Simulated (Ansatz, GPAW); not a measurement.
# S/W(110): simulated STM images

Aim: Tersoff-Hamann images of S/W(110) at several biases.

Main program and level: GPAW 26.7.0 and Ansatz 0.2.0; GPAW, PAW setups; slab in vacuum, in the first sound run; inputs show where later runs differ.

### 1. The starting structure

The cell holds 5 atoms: 4 W and 1 S. Its edges and angles: a = 2.737 Å, b = 2.737 Å, c = 25.019 Å, α = 90.0°, β = 90.0°, γ = 70.5°. Vacuum lies along c.

### 2. Relaxing the atoms

Forces are removed first; all later runs use this geometry. The lowest 2 atoms are held at bulk positions and keep their forces.

Contents of run.py:

```python
import json
import numpy as np
from ase import Atoms
from ase.constraints import FixAtoms
from ase.optimize import BFGS
from gpaw import GPAW, PW

slab = Atoms(
    ['W', 'W', 'W', 'W', 'S'],
    positions=[
        [0.00000, 0.00000, 8.00000],
        [2.23446, -0.00000, 10.23446],
        [0.00000, 0.00000, 12.46891],
        [2.23446, -0.00000, 14.70337],
        [0.00000, 0.00000, 17.01923]],
    cell=[[2.23446, -1.58, 0.0], [2.23446, 1.58, 0.0], [0.0, 0.0, 25.01923]],
    pbc=[True, True, False])

slab.calc = GPAW(mode=PW(400), xc='PBE', kpts={'size': (12, 12, 1), 'gamma': True},
                 occupations={'name': 'fermi-dirac', 'width': 0.1}, nbands='140%',
                 convergence={'density': 0.0001}, maxiter=200,
                 poissonsolver={'dipolelayer': 'xy'},
                 symmetry={'tolerance': 1e-3, 'extra_ids': [1, 1, 0, 0, 0]}, txt='slab.txt')
result = {}
slab.set_constraint(FixAtoms([0, 1]))
path = []
opt = BFGS(slab, maxstep=0.2)
opt.attach(lambda: path.append((slab.get_potential_energy(), slab.positions.tolist(), slab.get_forces().tolist())))
result['relaxed'] = bool(opt.run(fmax=0.05, steps=30))
result['path'] = path
energy = slab.get_potential_energy()
fermi = slab.calc.get_fermi_level()
v = slab.calc.get_electrostatic_potential().mean((0, 1)) - fermi
n = slab.calc.get_pseudo_density().mean((0, 1))
L = slab.cell[2, 2]
z = np.arange(len(v)) * L / len(v)
low, high = slab.positions[:, 2].min(), slab.positions[:, 2].max()
below, above = np.interp([low - 5.8, high + 5.8], z, v)
slopes = [np.interp(x, z, np.gradient(v, z)) for x in (low - 5.8, high + 5.8)]
eps = np.array([[slab.calc.get_eigenvalues(k, s) for k in range(len(slab.calc.get_ibz_k_points()))]
                for s in range(slab.calc.get_number_of_spins())]) - fermi
top, bottom = eps[eps < 0].max(), eps[eps > 0].min()
dipole = slab.get_dipole_moment()[2]
print(f'energy {energy:.4f} eV, Fermi level {fermi:.4f} eV, dipole {dipole:.5f} e A')
print(f'potential 5.8 A off the faces, from the Fermi level: lower {below:.4f} eV, upper {above:.4f} eV')
print(f'slope of the potential there: lower {slopes[0]:.5f}, upper {slopes[1]:.5f} eV/A')
print(f'nearest levels on the mesh: {top:.4f} and {bottom:.4f} eV')
print('magnetic moment', round(slab.get_magnetic_moment(), 3))
result.update(energy=energy, fermi=fermi, dipole=dipole, below=below, above=above, slopes=slopes, edges=[top, bottom],
              z=z.tolist(), v=v.tolist(), n=n.tolist(), positions=slab.positions.tolist(),
              forces=slab.get_forces(apply_constraint=False).tolist(), moments=slab.get_magnetic_moments().tolist())
json.dump(result, open('result.json', 'w'))
```

The run is started by

```console
$ OMP_NUM_THREADS=1 OPENBLAS_NUM_THREADS=1 python run.py
```

The program printed:

```text
Step          Energy          fmax
BFGS:    0      -47.808593        1.433477
BFGS:    1      -47.864109        1.461300
BFGS:    2      -48.270136        0.544598
BFGS:    3      -48.260473        0.962032
BFGS:    4      -48.279767        0.310269
BFGS:    5      -48.282148        0.286518
BFGS:    6      -48.293708        0.544702
BFGS:    7      -48.296867        0.389222
BFGS:    8      -48.302321        0.187018
BFGS:    9      -48.310301        0.149472
BFGS:   10      -48.314543        0.133130
BFGS:   11      -48.315777        0.040471
energy -48.2605 eV, Fermi level 3.6182 eV, dipole 0.02314 e A
potential 5.8 A off the faces, from the Fermi level: lower 4.8839 eV, upper 4.2908 eV
slope of the potential there: lower -0.00011, upper 0.00008 eV/A
nearest levels on the mesh: -0.0045 and 0.0141 eV
magnetic moment 0.0
```

Run time: 28 min. Hardware: 1 thread of Arm Neoverse V2, shared host; peak memory 0.29 GiB.

Step by step:

| step | energy less that of the first step (eV) | largest force (eV/Å) |
| --- | --- | --- |
| 1 | 0.0000 | 1.4335 |
| 2 | -0.0543 | 1.4613 |
| 3 | -0.4664 | 0.5446 |
| 4 | -0.4582 | 0.9620 |
| 5 | -0.4769 | 0.3103 |
| 6 | -0.4793 | 0.2865 |
| 7 | -0.4908 | 0.5447 |
| 8 | -0.4940 | 0.3892 |
| 9 | -0.4997 | 0.1870 |
| 10 | -0.5081 | 0.1495 |
| 11 | -0.5127 | 0.1331 |
| 12 | -0.5140 | 0.0405 |

The atoms that moved most (Å):

| atom | dx | dy | dz | length |
| --- | --- | --- | --- | --- |
| S5 | 0.000 | 0.000 | -0.387 | 0.387 |
| W4 | 0.000 | 0.000 | 0.076 | 0.076 |
| W3 | 0.000 | 0.000 | 0.021 | 0.021 |

Final coordinates:

```xyz
5
Lattice="2.2345 -1.5800 0.0000 2.2345 1.5800 0.0000 0.0000 0.0000 25.0192" Properties=species:S:1:pos:R:3
W     0.0000    0.0000    8.0000
W     2.2345    0.0000   10.2345
W     0.0000    0.0000   12.4894
W     2.2345    0.0000   14.7791
S     0.0000    0.0000   16.6326
```

This step gave:

* dipole along the normal: 0.02314 e·Å
* levels nearest the Fermi level on the mesh: -0.004525, 0.01406 eV from the Fermi level
* upper work function: 4.291 eV
* lower work function: 4.884 eV

The electrostatic potential energy of an electron (without an applied field's), less the Fermi level, planar mean oscillates, so the rows of the table below give means over windows of 2.29 Å about each position, cut where the curve ends. Its maxima inside the range that stand out by 2 % of the span (Å: eV): 9.1: -2.76, 11.4: -2.70, 13.7: -2.51, 15.8: -5.46. Its minima: 8.0: -29.3, 10.2: -29.8, 12.5: -29.8, 14.8: -30.2, 16.7: -25.1.

Table of electrostatic potential energy of an electron (without an applied field's), less the Fermi level, planar mean by z; means over each step:

```csv
z (Å),"electrostatic potential energy of an electron (without an applied field's), less the Fermi level, planar mean (eV)"
1.15,4.86
3.44,4.88
5.72,4.01
8.02,-13.9
10.30,-14.4
12.59,-14.4
14.88,-15.4
17.18,-7.70
19.46,4.25
21.75,4.29
24.04,4.31
```

The pseudo valence density, planar mean oscillates, so the rows of the table below give means over windows of 2.29 Å about each position, cut where the curve ends. Its maxima inside the range that stand out by 2 % of the span (Å: e/Å³): 7.9: 1.82, 10.2: 1.85, 12.5: 1.85, 14.8: 1.87, 16.3: 0.569, 16.9: 0.507. Its minima: 9.2: 0.358, 11.3: 0.352, 13.6: 0.336, 15.6: 0.449, 16.7: 0.458.

The pseudo valence density, planar mean by z; means over each step:

z (Å), pseudo valence density, planar mean (e/Å³) and a bar:
```
     3.44       0.00 
     5.72       0.03 #
     8.02       0.85 ############################
    10.30       0.87 #############################
    12.59       0.87 #############################
    14.88       0.89 ##############################
    17.18       0.33 ###########
    19.46       0.00 
    21.75       0.00
```

The relaxation lowered the energy of the cell by 0.514 eV (energies extrapolated to zero smearing; the optimiser's log prints free energies). The largest force left on a free atom is 0.040 eV/Å.

### 3. Plane waves, PBE

The work function is the vacuum plateau of the electrostatic potential less the Fermi level; a dipole layer lets the two faces have plateaus of their own.

run.py, as its differences from that of step 2:

```diff
@@ -3,4 +3,3 @@
 from ase import Atoms
-from ase.constraints import FixAtoms
-from ase.optimize import BFGS
+from ase.dft.stm import STM
 from gpaw import GPAW, PW
@@ -12,5 +11,5 @@
         [2.23446, -0.00000, 10.23446],
-        [0.00000, 0.00000, 12.46891],
-        [2.23446, -0.00000, 14.70337],
-        [0.00000, 0.00000, 17.01923]],
+        [0.00000, 0.00000, 12.48944],
+        [2.23446, -0.00000, 14.77908],
+        [-0.00000, -0.00000, 16.63255]],
     cell=[[2.23446, -1.58, 0.0], [2.23446, 1.58, 0.0], [0.0, 0.0, 25.01923]],
@@ -20,12 +19,6 @@
                  occupations={'name': 'fermi-dirac', 'width': 0.1}, nbands='140%',
-                 convergence={'density': 0.0001}, maxiter=200,
+                 convergence={'density': 1e-05}, maxiter=200,
                  poissonsolver={'dipolelayer': 'xy'},
-                 symmetry={'tolerance': 1e-3, 'extra_ids': [1, 1, 0, 0, 0]}, txt='slab.txt')
+                 symmetry={'tolerance': 1e-3}, txt='slab.txt')
 result = {}
-slab.set_constraint(FixAtoms([0, 1]))
-path = []
-opt = BFGS(slab, maxstep=0.2)
-opt.attach(lambda: path.append((slab.get_potential_energy(), slab.positions.tolist(), slab.get_forces().tolist())))
-result['relaxed'] = bool(opt.run(fmax=0.05, steps=30))
-result['path'] = path
 energy = slab.get_potential_energy()
@@ -51,2 +44,16 @@
               forces=slab.get_forces(apply_constraint=False).tolist(), moments=slab.get_magnetic_moments().tolist())
+
+# Images need the states of the whole zone, up to time reversal
+slab.calc = slab.calc.fixed_density(symmetry={'point_group': False}, txt='states.txt',
+                                    convergence={'bands': 'CBM+2.3'})
+stm = STM(slab)
+result['stm'] = []
+for bias in [-1.5, 2.0]:
+    height = high + 4.0
+    current = stm.get_averaged_current(bias, height)
+    x, y, h = stm.scan(bias, current)
+    i, f = divmod(height / L * stm.ldos.shape[2], 1)
+    I = abs((1 - f) * stm.ldos[:, :, int(i)] + f * stm.ldos[:, :, int(i) + 1])
+    print(f'bias {bias} V: mean current at 4.0 A {current:.4e}, corrugation {np.ptp(h):.4f} A')
+    result['stm'].append(dict(bias=bias, current=current, h=(h - high).tolist(), I=I.tolist()))
 json.dump(result, open('result.json', 'w'))
```

The program printed:

```text
energy -48.2605 eV, Fermi level 3.6185 eV, dipole 0.02327 e A
potential 5.8 A off the faces, from the Fermi level: lower 4.8835 eV, upper 4.2901 eV
slope of the potential there: lower -0.00013, upper 0.00011 eV/A
nearest levels on the mesh: -0.0045 and 0.0141 eV
magnetic moment 0.0
bias -1.5 V: mean current at 4.0 A 1.8228e-06, corrugation 0.0377 A
bias 2.0 V: mean current at 4.0 A 2.2902e-05, corrugation 0.0072 A
```

Elapsed: 5.2 min, on 1 thread; peak memory 0.56 GiB.

This step gave:

```yaml
dipole_along_the_normal: 0.02327 e·Å
levels_nearest_the_fermi_level_on_the_mesh: -0.004536, 0.01411 eV from the Fermi level
upper_work_function: 4.290 eV
lower_work_function: 4.883 eV
corrugation_minus_1p5: 0.03765 Å
corrugation_2: 0.007208 Å
```

The electrostatic potential energy of an electron (without an applied field's), less the Fermi level, planar mean oscillates, so the rows of the table below give means over windows of 2.29 Å about each position, cut where the curve ends. Its maxima inside the range that stand out by 2 % of the span (Å: eV): 9.1: -2.76, 11.4: -2.70, 13.7: -2.51, 15.8: -5.46. Its minima: 8.0: -29.3, 10.2: -29.8, 12.5: -29.8, 14.8: -30.2, 16.7: -25.1.

Table of electrostatic potential energy of an electron (without an applied field's), less the Fermi level, planar mean by z; means over each step:

| z (Å) | electrostatic potential energy of an electron (without an applied field's), less the Fermi level, planar mean (eV) |
| --- | --- |
| 1.15 | 4.86 |
| 3.44 | 4.88 |
| 5.72 | 4.01 |
| 8.02 | -13.9 |
| 10.30 | -14.4 |
| 12.59 | -14.4 |
| 14.88 | -15.4 |
| 17.18 | -7.70 |
| 19.46 | 4.25 |
| 21.75 | 4.29 |
| 24.04 | 4.30 |

The pseudo valence density, planar mean oscillates, so the rows of the table below give means over windows of 2.29 Å about each position, cut where the curve ends. Its maxima inside the range that stand out by 2 % of the span (Å: e/Å³): 7.9: 1.82, 10.2: 1.85, 12.5: 1.85, 14.8: 1.87, 16.3: 0.569, 16.9: 0.507. Its minima: 9.2: 0.358, 11.3: 0.352, 13.6: 0.336, 15.6: 0.449, 16.7: 0.458.

The pseudo valence density, planar mean by z; means over each step:

```csv
z (Å),"pseudo valence density, planar mean (e/Å³)"
3.44,1.1e-4
5.72,0.0275
8.02,0.846
10.30,0.872
12.59,0.869
14.88,0.893
17.18,0.325
19.46,0.00234
21.75,2.1e-6
```

Tip height over the top atom over a1 and a2. Sample bias -1.5 V, constant current at the mean current 4.0 Å over the top atom.

Ten even steps from '_' (3.987 Å) to '@' (4.025 Å):
```
@@@@##++----::::::::--++%%%%
######++----::::..::--**%%%%
++++++--::::::::....::==**++
------::......::::::::::----
::----::..____....::::..::::
--::::::..________..::....::
--::::::::..______..::::::::
--::....::..________..::::::
::::::..::::....____..::----
------::::::::::......::----
++++**==::....::::::::--++++
##%%%%**--::..::::----++####
@@%%%%++--::::::::----++##@@
@@@@##++--::------::--++##@@
```
Columns: a1 from 0 to 0.929; rows upwards: a2 from 0 to 0.929.

Local density of states summed over the bias window over a1 and a2. Sample bias -1.5 V, constant height 4.0 Å over the top atom.

Ten even steps from '_' (1.75 × 1e-6 arbitrary) to '@' (1.94 × 1e-6 arbitrary):
```
@@@@%%**==--::--::--==**%%@@
%%%%##**==--::::::::==**%%%%
******==::::::::....--++****
======::____..::::::::--====
------::______....::::..::--
--::::::..________..::..::::
----::::::..______..::::::--
--::::..::..________..::::::
----::..::::....______::----
======--::::::::..____::====
******++--....::::::::==****
%%%%%%**==::::::::--==**##%%
@@@@%%**==--::--::--==**%%@@
@@@@%%**==----------==**%%@@
```
Columns: a1 from 0 to 0.929; rows upwards: a2 from 0 to 0.929.

The tip height over the top atom is 4.00 Å all over the map of a1 and a2.

Local density of states summed over the bias window over a1 and a2. Sample bias 2 V, constant height 4.0 Å over the top atom.

Ten even steps from '0' (2.26 × 1e-5 arbitrary) to '9' (2.31 × 1e-5 arbitrary):
```
86677885346899
96335787447999
97323466547998
77533335666776
68743323686444
48863210366543
45765300035675
43456630123688
64446863233478
76776665333357
98997456643237
99997447875336
89986435887766
78997644467998
```
Columns: a1 from 0 to 0.929; rows upwards: a2 from 0 to 0.929.

Force by atom:

| atom | x (eV/Å) | y (eV/Å) | z (eV/Å) | size |
| --- | --- | --- | --- | --- |
| W1 | 0.000 | 0.000 | 0.465 | 0.465 |
| W2 | 0.000 | 0.000 | -0.484 | 0.484 |
| W3 | 0.000 | 0.000 | 0.039 | 0.039 |
| W4 | 0.000 | 0.000 | -0.010 | 0.010 |
| S5 | 0.000 | 0.000 | -0.010 | 0.010 |

The potential is flat to 1.3e-4 eV/Å where it is read, so the vacuum is wide enough.

(Part 1 of 3 ends here.)

[Logs are printed without paths, hosts, clocks, repeated set-up lines and the standing remarks that a program may print on its own settings, such as how far it seeks lower states.]

[Hosts, paths, dates, database ids (printed as entryN), source tags and the programs' standing remarks are cut or masked in the printed files.]
